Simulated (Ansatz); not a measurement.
# How Cu(100) screens a field

Wanted: the response of a Cu(100) slab to a perpendicular field.

Program: Ansatz 0.2.0. Level of theory: plane-wave DFT, PBE, Ansatz PAW. Values are calculated unless marked as measured.

## Step 1: The structure

The cell holds 7 atoms: 7 Cu. Its edges and angles: a = 2.553 Å, b = 2.553 Å, c = 28.830 Å, α = 90.0°, β = 90.0°, γ = 90.0°. Vacuum lies along c.

## Step 2: Single point, field 0

A sawtooth potential applies the field, turning back in the middle of the vacuum. With the dipole correction the typed value is the field outside the slab. The induced dipole is small, so the SCF threshold is tight.

The input, input.yaml:

```yaml
crystal:
  lattice:
    - [2.5526554801, 0.0, 0.0]
    - [0.0, 2.5526554801, 0.0]
    - [0.0, 0.0, 28.83]
  atoms:
    - { symbol: Cu, position: [0.0, 0.0, 0.3121748179] }
    - { symbol: Cu, position: [0.5, 0.5, 0.3747832119] }
    - { symbol: Cu, position: [0.0, 0.0, 0.437391606] }
    - { symbol: Cu, position: [0.5, 0.5, 0.5] }
    - { symbol: Cu, position: [0.0, 0.0, 0.562608394] }
    - { symbol: Cu, position: [0.5, 0.5, 0.6252167881] }
    - { symbol: Cu, position: [0.0, 0.0, 0.6878251821] }
kpoints:
  mp_grid: { grid: [20, 20, 1] }
hamiltonian:
  xc: pbe
scf:
  occupations: { method: fermi_dirac, width: 0.1 }
  convergence: { dr2_threshold: 1.0e-10 }
efield:
  axis: 3
  dipole_correction: true
  ramp_position: 0.97
  ramp_width: 0.06
  amplitude: 0
output:
  forces: true
  write_potential: true
  write_density: true
  volumetric_format: npy
```

Started as:

```console
> ansatz run input.yaml --threads 4 --pin off --max-ram 6144MiB --backend cpu --events-out ev --progress --plain --runs-dir out
```

Output:

```text
Engine: ansatz 0.2.0, aarch64-unknown-linux-gnu
Pseudopotentials: kind: paw
Pseudopotential: Cu, paw, valence charge 19, recommended cutoff 420 eV (normal), Cu.paw.azcp
Functional definition: PBE
  parameter kappa = 0.804
  parameter beta = 0.066725
  exchange = pbe_x(kappa = kappa, mu = beta*pi^2/3)
  correlation = pbe_c(beta = beta)
Crystal: 7 atoms, lattice volume = 187.858 Å³
Basis set: ecut = 420 eV, 3701 PW (Γ), exchange–correlation on 36×36×400 points (8 copies of the dense FFT grid, shifted against one another)
Bands: 80, of which v1, the nominal top of the filled ones, is band 67 counted from 1 (66 counted from 0)
Symmetry: 8 space group operations
k-points: 66 of 400
Non-local potential: Cu, projectors of the file, l = 0: 3, l = 1: 2, l = 2: 3, l = 3: 1
PAW form: soft (Blöchl's): semilocal exchange-correlation on the pseudo side does not see the compensation charge
PAW one-centre angular grid: Cu, 590 points (default); XC on 64 Gauss nodes
Initial density: superposition of atomic densities (neutral atoms: chi_scale 0, normalization atom), corrected by the library's trained network
Initial wavefunctions: pseudopotential atomic-orbital guess
Functional: x = pbe(κ = 0.804, μ = 0.219515), c = pbe(β = 0.066725)
SCF iter   1: F=—  HF=-46375.036646 eV  |F-HF|=—  |Δ(HF+E_count)|=         —  Δρ=2.04e-3  dr2=5.84e-2  ethr=1.77e-3  p=0.000 e·Å  D=1.54e-14 V/Å  ΔV_dip=-0.00 eV  dr2_dipole=8.63e-10  V_vac-E_F(+/−)=4.42/4.42 eV  ⟨swp⟩=7.7  Hψ=22041  notcnv=0  defer=104
efield: sawtooth ramp at fractional position 0.9700 (set: `efield.ramp_position`, or a place that a band, a saddle search or an elastic batch's reference lends), width 0.0600; the density the first Hamiltonian is built on has a dipole p = 0.000 e·Å; the dipole correction subtracts the counter field D = 1.54e-14 V/Å, which shifts the + side's vacuum level by -0.00 eV against the − side's; the planar-averaged density in the ramp window peaks in size at 4.0e-5 e/Å³
preconditioner: auto → LDOS  [metal: Δε(μ)=0.047 eV  Ē_g=8.596 eV  σ=0.100 eV  W_gap=0.12  n_scr=50 (ndim 8)  ℏωp=23.8 eV  f_vac=0.528  D(μ)=2.32/eV (n_scr^D=12)  β→1.0]
SCF iter   2: F=—  HF=-46375.039759 eV  |F-HF|=—  |Δ(HF+E_count)|=   3.11e-3  Δρ=2.33e-3  dr2=7.72e-3  ethr=4.39e-5  p=-0.000 e·Å  D=-4.06e-6 V/Å  ΔV_dip=0.00 eV  dr2_dipole=2.50e-9  V_vac-E_F(+/−)=4.56/4.56 eV  ⟨swp⟩=2.5  Hψ=9254  notcnv=0  defer=222
SCF iter   3: F=—  HF=-46375.039411 eV  |F-HF|=—  |Δ(HF+E_count)|=   3.47e-4  Δρ=1.52e-3  dr2=2.32e-3  ethr=5.81e-6  p=-0.000 e·Å  D=-1.44e-6 V/Å  ΔV_dip=0.00 eV  dr2_dipole=5.53e-9  V_vac-E_F(+/−)=4.54/4.54 eV  ⟨swp⟩=2.0  Hψ=9006  notcnv=0  defer=222
SCF iter   4: F=—  HF=-46375.038936 eV  |F-HF|=—  |Δ(HF+E_count)|=   4.75e-4  Δρ=4.00e-4  dr2=3.40e-4  ethr=1.75e-6  p=-0.000 e·Å  D=-7.31e-7 V/Å  ΔV_dip=0.00 eV  dr2_dipole=1.28e-10  V_vac-E_F(+/−)=4.54/4.54 eV  ⟨swp⟩=2.6  Hψ=8839  notcnv=0  defer=222
SCF iter   5: F=—  HF=-46375.038939 eV  |F-HF|=—  |Δ(HF+E_count)|=   2.40e-6  Δρ=1.31e-4  dr2=3.57e-5  ethr=2.55e-7  p=0.000 e·Å  D=5.74e-8 V/Å  ΔV_dip=-0.00 eV  dr2_dipole=1.72e-10  V_vac-E_F(+/−)=4.55/4.55 eV  ⟨swp⟩=2.2  Hψ=7178  notcnv=0  defer=222
SCF iter   6: F=—  HF=-46375.038949 eV  |F-HF|=—  |Δ(HF+E_count)|=   1.02e-5  Δρ=3.32e-5  dr2=1.90e-6  ethr=2.68e-8  p=-0.000 e·Å  D=-7.76e-8 V/Å  ΔV_dip=0.00 eV  dr2_dipole=7.90e-11  V_vac-E_F(+/−)=4.55/4.55 eV  ⟨swp⟩=2.0  Hψ=7398  notcnv=0  defer=222
SCF iter   7: F=—  HF=-46375.038936 eV  |F-HF|=—  |Δ(HF+E_count)|=   1.25e-5  Δρ=2.39e-5  dr2=6.52e-7  ethr=1.43e-9  p=0.000 e·Å  D=7.94e-8 V/Å  ΔV_dip=-0.00 eV  dr2_dipole=1.68e-11  V_vac-E_F(+/−)=4.55/4.55 eV  ⟨swp⟩=2.8  Hψ=8562  notcnv=0  defer=221
SCF iter   8: F=—  HF=-46375.038937 eV  |F-HF|=—  |Δ(HF+E_count)|=   7.33e-7  Δρ=1.35e-5  dr2=2.94e-7  ethr=4.90e-10  p=-0.000 e·Å  D=-6.67e-9 V/Å  ΔV_dip=0.00 eV  dr2_dipole=3.01e-12  V_vac-E_F(+/−)=4.55/4.55 eV  ⟨swp⟩=2.0  Hψ=7572  notcnv=0  defer=221
SCF iter   9: F=—  HF=-46375.038937 eV  |F-HF|=—  |Δ(HF+E_count)|=   2.46e-7  Δρ=2.89e-6  dr2=2.11e-8  ethr=2.21e-10  p=-0.000 e·Å  D=-5.42e-9 V/Å  ΔV_dip=0.00 eV  dr2_dipole=1.71e-13  V_vac-E_F(+/−)=4.55/4.55 eV  ⟨swp⟩=2.0  Hψ=6977  notcnv=0  defer=220
SCF iter  10: F=—  HF=-46375.038937 eV  |F-HF|=—  |Δ(HF+E_count)|=   2.33e-8  Δρ=1.92e-6  dr2=7.44e-9  ethr=1.59e-11  p=0.000 e·Å  D=1.01e-8 V/Å  ΔV_dip=-0.00 eV  dr2_dipole=6.20e-14  V_vac-E_F(+/−)=4.55/4.55 eV  ⟨swp⟩=2.0  Hψ=7515  notcnv=0  defer=220
SCF iter  11: F=—  HF=-46375.038937 eV  |F-HF|=—  |Δ(HF+E_count)|=   2.04e-8  Δρ=1.14e-6  dr2=1.78e-9  ethr=5.59e-12  p=-0.000 e·Å  D=-6.17e-9 V/Å  ΔV_dip=0.00 eV  dr2_dipole=1.15e-13  V_vac-E_F(+/−)=4.55/4.55 eV  ⟨swp⟩=2.0  Hψ=7407  notcnv=0  defer=220
SCF iter  12: F=—  HF=-46375.038937 eV  |F-HF|=—  |Δ(HF+E_count)|=   1.94e-8  Δρ=3.58e-7  dr2=1.78e-10  ethr=1.34e-12  p=-0.000 e·Å  D=-4.39e-10 V/Å  ΔV_dip=0.00 eV  dr2_dipole=5.53e-15  V_vac-E_F(+/−)=4.55/4.55 eV  ⟨swp⟩=2.3  Hψ=7330  notcnv=0  defer=220
SCF iter  13: F=-46375.038937 eV  HF=-46375.038937 eV  |F-HF|=4.73e-10  |Δ(HF+E_count)|=   3.27e-9  Δρ=1.77e-7  dr2=4.50e-11  ethr=1.00e-12  p=-0.000 e·Å  D=-1.79e-9 V/Å  ΔV_dip=0.00 eV  dr2_dipole=2.16e-17  V_vac-E_F(+/−)=4.55/4.55 eV  ⟨swp⟩=15.6  Hψ=34338  notcnv=0
SCF 1 converged in 13 iterations: F = -46375.038937 eV  dr2 = 4.50e-11
  greatest PAW one-centre occupation: 1.000 electrons in one spin orbital (limit 2), on the Cu atom at site 0 (counted from 0), in its partial waves of l = 0
WARN: The output density's exchange-correlation potential varies sharply where the density is thin. Do not read a vacuum level from v_tot or v_xc, or from such a field of the output density. On a cell that repeats whose density bears no net charge and no dipole along the vacuum's axis use v_es (v_loc + v_h of the components); under efield.dipole_correction with no amplitude use v_es + v_field, which holds any externa [...]
SCF converged after 13 iterations
Free energy (F): -46375.038937 eV
Harris-Foulkes:  -46375.038937 eV  (|F-HF|=4.73e-10)
Internal energy: -46374.964306 eV  (E = F + TS)
E sigma→0 (E₀):  -46375.001622 eV
Entropy (-TS):   -0.074631 eV (-10.662 meV/atom)
Fermi energy:    4.869567 eV
Dipole field:    D = 0.000000 V/Å  (p = 0.000000 e·Å, saw-weighted, corrected)
Work function:   Φ+ = 4.5538 eV   Φ− = 4.5538 eV
Levels:          The Fermi level and band energies are counted from a zero that moves with the ramp; work functions are not
--- Per-component energies (eV) ---
  E_band       = -4082.327895
  E_kinetic    = 2098.354975
  E_local      = -405226.963148  (includes V_loc(G=0)·N_el)
  E_nonlocal   = 2736.162045
  E_hartree    = 200145.389200
  E_xc         = -623.972354
  E_vxc        = -804.942820  (∫ρ·V_xc dr)
  E_paw        = -11647.057198  (= ΣΔE_a)
  E_vpaw       = -3175.720803  (= ΣTr[D̂ρ^β])
  E_aug_tail   = 0.001937  (compensation charges beyond the density's cutoff)
  E_efield     = 0.000000  (sawtooth field / dipole correction)
  E_vefield    = 0.000000  (∫n·V_field dr)
  E_ewald      = 166143.120236
  E_smearing   = -0.074631  (= −TS)
  E_closure    = 0.000000  (closes the sum)
  Σ components = -46375.038937   (vs F -46375.038937, Δ=0.00e0)
--- Forces (eV/Å), atoms counted from 1 ---
  atom   1  Cu     0.00000000     0.00000000     0.11157921
  atom   2  Cu    -0.00000000    -0.00000000    -0.22785428
  atom   3  Cu     0.00000000     0.00000000     0.00721219
  atom   4  Cu    -0.00000000     0.00000000    -0.00000000
  atom   5  Cu    -0.00000000     0.00000000    -0.00721220
  atom   6  Cu     0.00000000     0.00000000     0.22785427
  atom   7  Cu    -0.00000000     0.00000000    -0.11157914
  max |Σ_I F_I| component: 4.76e-8 eV/Å
--- Band table (eV; the first three rows and the last of 66) ---
  k-point 0: bands = [... 63 lower, 3.3424, 3.4222, 3.4222, 3.4304, 3.4313, 3.7473, 5.2048, 6.0865, ... 9 higher]
  k-point 1: bands = [... 63 lower, 3.3334, 3.3541, 3.3907, 3.4215, 3.4441, 3.9213, 5.3293, 6.2292, ... 9 higher]
  k-point 2: bands = [... 63 lower, 3.2841, 3.3450, 3.3494, 3.4118, 3.4432, 4.2645, 5.6558, 6.6119, ... 9 higher]
  k-point 65: bands = [... 63 lower, 6.7547, 6.7547, 7.8545, 7.8545, 9.2999, 9.2999, 10.9705, 10.9705, ... 9 higher]
```

It took 51 s on 4 threads of Arm Neoverse V1, shared host; peak memory 0.98 GiB.

In the SCF lines HF is the Harris–Foulkes energy and dr2 the Hartree energy of the density residual, in eV; the loop may stop once dr2 is under the threshold and the program's other checks hold. Hψ counts applications of the Hamiltonian.

Read from the output:

* energy at zero smearing: -46375.0016 eV
* work function, upper face: 4.554 eV
* dipole along the normal: 4.83e-9 e·Å

Running mean over 1.805 Å of the planar mean; the ramp of the sawtooth is left out. Table of electron's electrostatic potential energy less the Fermi level by z:

z (Å), electron's electrostatic potential energy less the Fermi level (eV) and a bar from the least value:
```
        4       4.55 ##############################
        5       4.55 ##############################
        6       4.52 ##############################
        7       4.08 #############################
        8      -1.45 #################
        9      -8.29 #
       10      -8.73 
       11      -8.85 
       12      -8.83 
       13      -8.83 
       14      -8.84 
       15      -8.84 
       16      -8.83 
       17      -8.84 
       18      -8.85 
       19      -8.70 
       20      -7.92 ##
       21       0.22 ####################
       22       4.24 #############################
       23       4.53 ##############################
       24       4.55 ##############################
       25       4.55 ##############################
```

Force by atom:

| atom | x (eV/Å) | y (eV/Å) | z (eV/Å) | size |
| --- | --- | --- | --- | --- |
| Cu1 | 0.000 | 0.000 | 0.112 | 0.112 |
| Cu2 | 0.000 | 0.000 | -0.228 | 0.228 |
| Cu3 | 0.000 | 0.000 | 0.007 | 0.007 |
| Cu4 | 0.000 | 0.000 | 0.000 | 0.000 |
| Cu5 | 0.000 | 0.000 | -0.007 | 0.007 |
| Cu6 | 0.000 | 0.000 | 0.228 | 0.228 |
| Cu7 | 0.000 | 0.000 | -0.112 | 0.112 |

The work function of the upper face is 4.55 eV.

## Step 3: Single point, field 0.05 V/Å

Changes to input.yaml since step 2:

```diff
@@ -25,3 +25,3 @@
   ramp_width: 0.06
-  amplitude: 0
+  amplitude: 0.05
 output:
```

Output:

```text
[...]
Crystal: 7 atoms, lattice volume = 187.858 Å³
Basis set: ecut = 420 eV, 3701 PW (Γ), exchange–correlation on 36×36×400 points (8 copies of the dense FFT grid, shifted against one another)
Bands: 80, of which v1, the nominal top of the filled ones, is band 67 counted from 1 (66 counted from 0)
Symmetry: 8 space group operations
k-points: 66 of 400
[...]
k-point 0: bands = [... 63 lower, 3.3423, 3.4220, 3.4220, 3.4298, 3.4316, 3.7471, 5.2046, 6.0864, ... 9 higher]
  k-point 1: bands = [... 63 lower, 3.3332, 3.3539, 3.3905, 3.4214, 3.4440, 3.9211, 5.3291, 6.2290, ... 9 higher]
  k-point 2: bands = [... 63 lower, 3.2839, 3.3447, 3.3494, 3.4117, 3.4430, 4.2644, 5.6556, 6.6118, ... 9 higher]
  k-point 65: bands = [... 63 lower, 6.7546, 6.7546, 7.8543, 7.8543, 9.2998, 9.2998, 10.9704, 10.9704, ... 9 higher]
[key lines of the parts left out:]
SCF converged after 17 iterations
Free energy (F): -46375.039564 eV
Fermi energy:    4.869415 eV
Dipole field:    D = 0.024133 V/Å  (p = 0.025054 e·Å, saw-weighted, corrected)
```

Wall time 70 s (4 threads); peak memory 0.99 GiB; 4.6 min of CPU time.

The dipole is 0.0251 e·Å.

## Step 4: Single point, field -0.05 V/Å

Changes to input.yaml since step 3:

```diff
@@ -25,3 +25,3 @@
   ramp_width: 0.06
-  amplitude: 0.05
+  amplitude: -0.05
 output:
```

Output:

```text
[...]
Crystal: 7 atoms, lattice volume = 187.858 Å³
Basis set: ecut = 420 eV, 3701 PW (Γ), exchange–correlation on 36×36×400 points (8 copies of the dense FFT grid, shifted against one another)
Bands: 80, of which v1, the nominal top of the filled ones, is band 67 counted from 1 (66 counted from 0)
Symmetry: 8 space group operations
k-points: 66 of 400
[...]
k-point 0: bands = [... 63 lower, 3.3423, 3.4220, 3.4220, 3.4298, 3.4316, 3.7471, 5.2046, 6.0864, ... 9 higher]
  k-point 1: bands = [... 63 lower, 3.3332, 3.3539, 3.3905, 3.4214, 3.4440, 3.9211, 5.3291, 6.2290, ... 9 higher]
  k-point 2: bands = [... 63 lower, 3.2839, 3.3447, 3.3494, 3.4117, 3.4430, 4.2644, 5.6556, 6.6118, ... 9 higher]
  k-point 65: bands = [... 63 lower, 6.7546, 6.7546, 7.8543, 7.8543, 9.2998, 9.2998, 10.9704, 10.9704, ... 9 higher]
[key lines of the parts left out:]
SCF converged after 17 iterations
Free energy (F): -46375.039564 eV
Fermi energy:    4.869415 eV
Dipole field:    D = -0.024133 V/Å  (p = -0.025054 e·Å, saw-weighted, corrected)
```

Wall time 70 s (4 threads); peak memory 0.96 GiB; 4.6 min of CPU time.

The dipole is -0.0251 e·Å.

## Step 5: Atoms held, field 0.1 V/Å

Changes to input.yaml since step 4:

```diff
@@ -25,3 +25,3 @@
   ramp_width: 0.06
-  amplitude: -0.05
+  amplitude: 0.1
 output:
```

Output:

```text
[...]
Crystal: 7 atoms, lattice volume = 187.858 Å³
Basis set: ecut = 420 eV, 3701 PW (Γ), exchange–correlation on 36×36×400 points (8 copies of the dense FFT grid, shifted against one another)
Bands: 80, of which v1, the nominal top of the filled ones, is band 67 counted from 1 (66 counted from 0)
Symmetry: 8 space group operations
k-points: 66 of 400
[...]
k-point 0: bands = [... 63 lower, 3.3418, 3.4216, 3.4216, 3.4287, 3.4319, 3.7466, 5.2038, 6.0861, ... 9 higher]
  k-point 1: bands = [... 63 lower, 3.3329, 3.3535, 3.3901, 3.4209, 3.4436, 3.9206, 5.3283, 6.2287, ... 9 higher]
  k-point 2: bands = [... 63 lower, 3.2835, 3.3439, 3.3493, 3.4112, 3.4426, 4.2639, 5.6548, 6.6113, ... 9 higher]
  k-point 65: bands = [... 63 lower, 6.7541, 6.7541, 7.8539, 7.8539, 9.2993, 9.2993, 10.9699, 10.9699, ... 9 higher]
[key lines of the parts left out:]
SCF converged after 18 iterations
Free energy (F): -46375.041443 eV
Fermi energy:    4.868972 eV
Dipole field:    D = 0.048265 V/Å  (p = 0.050107 e·Å, saw-weighted, corrected)
```

Elapsed: 71 s, on 4 threads; peak memory 0.96 GiB.

The dipole is 0.0501 e·Å.

## Step 6: Atoms held, field -0.1 V/Å

Changes to input.yaml since step 5:

```diff
@@ -25,3 +25,3 @@
   ramp_width: 0.06
-  amplitude: 0.1
+  amplitude: -0.1
 output:
```

Output:

```text
[...]
Crystal: 7 atoms, lattice volume = 187.858 Å³
Basis set: ecut = 420 eV, 3701 PW (Γ), exchange–correlation on 36×36×400 points (8 copies of the dense FFT grid, shifted against one another)
Bands: 80, of which v1, the nominal top of the filled ones, is band 67 counted from 1 (66 counted from 0)
Symmetry: 8 space group operations
k-points: 66 of 400
[...]
k-point 0: bands = [... 63 lower, 3.3418, 3.4216, 3.4216, 3.4287, 3.4319, 3.7466, 5.2038, 6.0861, ... 9 higher]
  k-point 1: bands = [... 63 lower, 3.3329, 3.3535, 3.3901, 3.4209, 3.4436, 3.9206, 5.3283, 6.2287, ... 9 higher]
  k-point 2: bands = [... 63 lower, 3.2835, 3.3439, 3.3493, 3.4112, 3.4426, 4.2639, 5.6548, 6.6113, ... 9 higher]
  k-point 65: bands = [... 63 lower, 6.7541, 6.7541, 7.8539, 7.8539, 9.2993, 9.2993, 10.9699, 10.9699, ... 9 higher]
[key lines of the parts left out:]
SCF converged after 18 iterations
Free energy (F): -46375.041443 eV
Fermi energy:    4.868972 eV
Dipole field:    D = -0.048264 V/Å  (p = -0.050107 e·Å, saw-weighted, corrected)
```

Elapsed: 71 s, on 4 threads; peak memory 0.97 GiB; 4.7 min of CPU time.

The dipole is -0.0501 e·Å.

## Step 7: Single point, field 0.2 V/Å

Changes to input.yaml since step 6:

```diff
@@ -25,3 +25,3 @@
   ramp_width: 0.06
-  amplitude: -0.1
+  amplitude: 0.2
 output:
```

Output:

```text
[...]
Crystal: 7 atoms, lattice volume = 187.858 Å³
Basis set: ecut = 420 eV, 3701 PW (Γ), exchange–correlation on 36×36×400 points (8 copies of the dense FFT grid, shifted against one another)
Bands: 80, of which v1, the nominal top of the filled ones, is band 67 counted from 1 (66 counted from 0)
Symmetry: 8 space group operations
k-points: 66 of 400
[...]
k-point 0: bands = [... 63 lower, 3.3401, 3.4199, 3.4199, 3.4254, 3.4317, 3.7446, 5.2006, 6.0848, ... 9 higher]
  k-point 1: bands = [... 63 lower, 3.3313, 3.3516, 3.3884, 3.4190, 3.4421, 3.9186, 5.3252, 6.2272, ... 9 higher]
  k-point 2: bands = [... 63 lower, 3.2819, 3.3411, 3.3487, 3.4093, 3.4410, 4.2619, 5.6518, 6.6095, ... 9 higher]
  k-point 65: bands = [... 63 lower, 6.7523, 6.7523, 7.8522, 7.8522, 9.2976, 9.2976, 10.9682, 10.9682, ... 9 higher]
[key lines of the parts left out:]
SCF converged after 18 iterations
Free energy (F): -46375.048959 eV
Fermi energy:    4.867192 eV
Dipole field:    D = 0.096542 V/Å  (p = 0.100227 e·Å, saw-weighted, corrected)
```

It took 72 s on 4 threads; peak memory 0.96 GiB; 4.8 min of CPU time.

The dipole is 0.100 e·Å.

## Step 8: Single point, field -0.2 V/Å

Changes to input.yaml since step 7:

```diff
@@ -25,3 +25,3 @@
   ramp_width: 0.06
-  amplitude: 0.2
+  amplitude: -0.2
 output:
```

Output:

```text
[...]
Crystal: 7 atoms, lattice volume = 187.858 Å³
Basis set: ecut = 420 eV, 3701 PW (Γ), exchange–correlation on 36×36×400 points (8 copies of the dense FFT grid, shifted against one another)
Bands: 80, of which v1, the nominal top of the filled ones, is band 67 counted from 1 (66 counted from 0)
Symmetry: 8 space group operations
k-points: 66 of 400
[...]
k-point 0: bands = [... 63 lower, 3.3401, 3.4199, 3.4199, 3.4254, 3.4317, 3.7446, 5.2006, 6.0848, ... 9 higher]
  k-point 1: bands = [... 63 lower, 3.3313, 3.3516, 3.3884, 3.4190, 3.4421, 3.9186, 5.3252, 6.2272, ... 9 higher]
  k-point 2: bands = [... 63 lower, 3.2819, 3.3411, 3.3487, 3.4093, 3.4410, 4.2619, 5.6518, 6.6095, ... 9 higher]
  k-point 65: bands = [... 63 lower, 6.7523, 6.7523, 7.8522, 7.8522, 9.2976, 9.2976, 10.9682, 10.9682, ... 9 higher]
[key lines of the parts left out:]
SCF converged after 18 iterations
Free energy (F): -46375.048959 eV
Fermi energy:    4.867192 eV
Dipole field:    D = -0.096542 V/Å  (p = -0.100226 e·Å, saw-weighted, corrected)
```

Run time: 72 s. Hardware: 4 threads; peak memory 0.97 GiB; 4.8 min of CPU time.

The dipole is -0.100 e·Å.

[end of part 1 of 2]

[Long decimals in the printed logs are rounded to 6 places.]

[Logs are printed without paths, hosts, clocks, repeated set-up lines and the standing remarks that a program may print on its own settings, such as how far it seeks lower states.]

[Hosts, paths, dates, database ids (printed as entryN), source tags and the programs' standing remarks are cut or masked in the printed files.]

[Maps of the electrostatic potential energy from Ansatz leave out the sawtooth potential of an applied field or a dipole correction, so their vacuum need not be flat; planar profiles and work functions include it.]
